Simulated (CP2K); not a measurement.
Two runs for the C K edge of benzonitrile. Run A: CP2K XAS_TDP, all-electron GAPW, PBEh(45%), aug-cc-pVDZ, TDA, no relativity. Run B differs in one setting.

First lines with a strength over 0.0015. A:

```tsv
atom	energy (eV)	states	strength, one atom
C2 (bonded to C and N)	282.01	1	0.0349
	282.48	1	0.0569
	285.50	1	0.0275
	286.98	1	0.0020
	287.07	1	0.0018
C3 (bonded to 3 C)	281.93	1	0.0417
	285.82	1	0.0058
	286.63	1	0.0125
	286.69	1	0.0049
	287.02	1	0.0035
C4 (bonded to 2 C and H), 2 alike	281.20	1	0.0528
	284.89	1	0.0119
	285.89	1	0.0041
	285.96	1	0.0027
	286.44	1	0.0025
C5 (bonded to 2 C and H), 2 alike	281.41	1	0.0519
	284.55	1	0.0116
	285.69	1	0.0021
	286.26	1	0.0045
	286.28	1	0.0018
C6 (bonded to 2 C and H)	281.11	1	0.0515
	284.60	1	0.0117
	285.86	1	0.0036
	286.30	1	0.0066
	286.78	1	0.0049
```

B:

```tsv
atom	energy (eV)	states	strength, one atom
C2 (bonded to C and N)	276.07	1	0.0160
	277.23	1	0.0466
	279.13	1	0.0311
	280.07	1	0.0031
	282.03	1	0.0051
C3 (bonded to 3 C)	276.12	1	0.0288
	279.67	1	0.0021
	279.98	1	0.0085
	280.40	1	0.0016
	281.31	2	0.0047
C4 (bonded to 2 C and H), 2 alike	275.56	1	0.0373
	276.51	1	0.0043
	278.27	1	0.0040
	278.88	1	0.0032
	278.95	1	0.0021
C5 (bonded to 2 C and H), 2 alike	275.73	1	0.0331
	276.17	1	0.0055
	278.00	1	0.0049
	278.72	1	0.0019
	279.49	1	0.0019
C6 (bonded to 2 C and H)	275.43	1	0.0369
	278.03	1	0.0050
	278.92	1	0.0028
	279.46	1	0.0102
	279.69	1	0.0024
```

**Question.** Which was it: GW2X switched on, the basis, scalar relativity switched on, the functional?

The functional (functional from PBEh(45%) to PBE0; the lines alone don't name the new value). A functional moves all lines by electronvolts and changes their spacings and strengths. Against PBEh(45%) in aug-cc-pVDZ, the leading lines move by -5.81 eV (C3, to 276.12), -5.64 eV (C4, to 275.56), -5.68 eV (C5, to 275.73) and -5.68 eV (C6, to 275.43); the strength of C3's goes from 0.0417 to 0.0288. For C2 the rule picks another line of the list in the two runs, so no shift is given. The next line of C3 over the strength cut lies 3.55 eV higher, against 3.89.

[Banner, clock and machine lines of the logs are left out without a mark of their own.]

[Logs are printed without paths, hosts, clocks, repeated set-up lines and the standing remarks that a program may print on its own settings, such as how far it seeks lower states.]

[Hosts, paths, dates, database ids (printed as entryN), source tags and the programs' standing remarks are cut or masked in the printed files.]
